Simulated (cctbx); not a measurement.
# Zr4Co3CuMo4: as given, inverted or twinned?

Space group C222 (no. 21), a = 5.2010 Å, b = 8.6830 Å, c = 8.9650 Å, α = 90.00°, β = 90.00°, γ = 90.00°.

| atom | mult. | x | y | z | Ueq (Å²) |
| --- | --- | --- | --- | --- | --- |
| Mo1 | 8 | 0.2406 | 0.0783 | 0.2567 | 0.0116 |
| Zr1 | 4 | 1/4 | 3/4 | 0.0856 | 0.0094 |
| Zr2 | 4 | 1/4 | 1/4 | 0.5767 | 0.0082 |
| Cu1 | 2 | 1/2 | 0 | 0 | 0.0126 |
| Co1 | 2 | 1/2 | 0 | 1/2 | 0.0110 |
| Co2 | 2 | 0 | 0 | 0 | 0.0128 |
| Co3 | 2 | 0 | 0 | 1/2 | 0.0147 |

The model was made for the exercise: a known structure type with other elements put in, its volume estimated, not relaxed; displacement parameters are assumed.

Data sets are simulated with cctbx and refined with Bijvoet mates kept apart; Flack x is then fitted as the share of an inverted twin with the atoms fixed, Hooft y from the Bijvoet differences. The group has rotations alone, so the crystal has a hand.

Untwinned crystal. What Flack and Hooft values should come out?

```csv
λ (Å),extinction (unmodelled),d min (Å),top counts,error (%),model,R1,Flack x,s.u.,Hooft y,s.u.,pairs
0.71073,0.1,0.77,20000,3,as given,0.0177,-0.10,0.16,-0.158,0.164,183
0.71073,0.1,0.77,20000,3,inverted,0.0186,1.08,0.18,1.116,0.185,183
1.54184,0,0.83,70000,2,as given,0.0072,-0.004,0.003,-0.002,0.005,141
```

With Mo Kα, the s.u. is too large to fix the hand. With Cu Kα, x is within 3 s.u. of 0, so the hand is right. Inverting the model turns x into about 1 − x.

A further crystal gives:

```
 λ (Å)  extinction (unmodelled)  d min (Å)  top counts  error (%)     model      R1  Flack x  s.u.  Hooft y   s.u.  pairs
0.7749                      0.3       0.65       70000          2  as given  0.0129     0.20  0.03    0.164  0.033    311
```

**Question.** What is it?

It was simulated as an inversion twin with a fraction 0.15 of the inverted domain. Flack x is over 3 s.u. from both 0 and 1 and reads that fraction.

[Logs are printed without paths, hosts, clocks, repeated set-up lines and the standing remarks that a program may print on its own settings, such as how far it seeks lower states.]
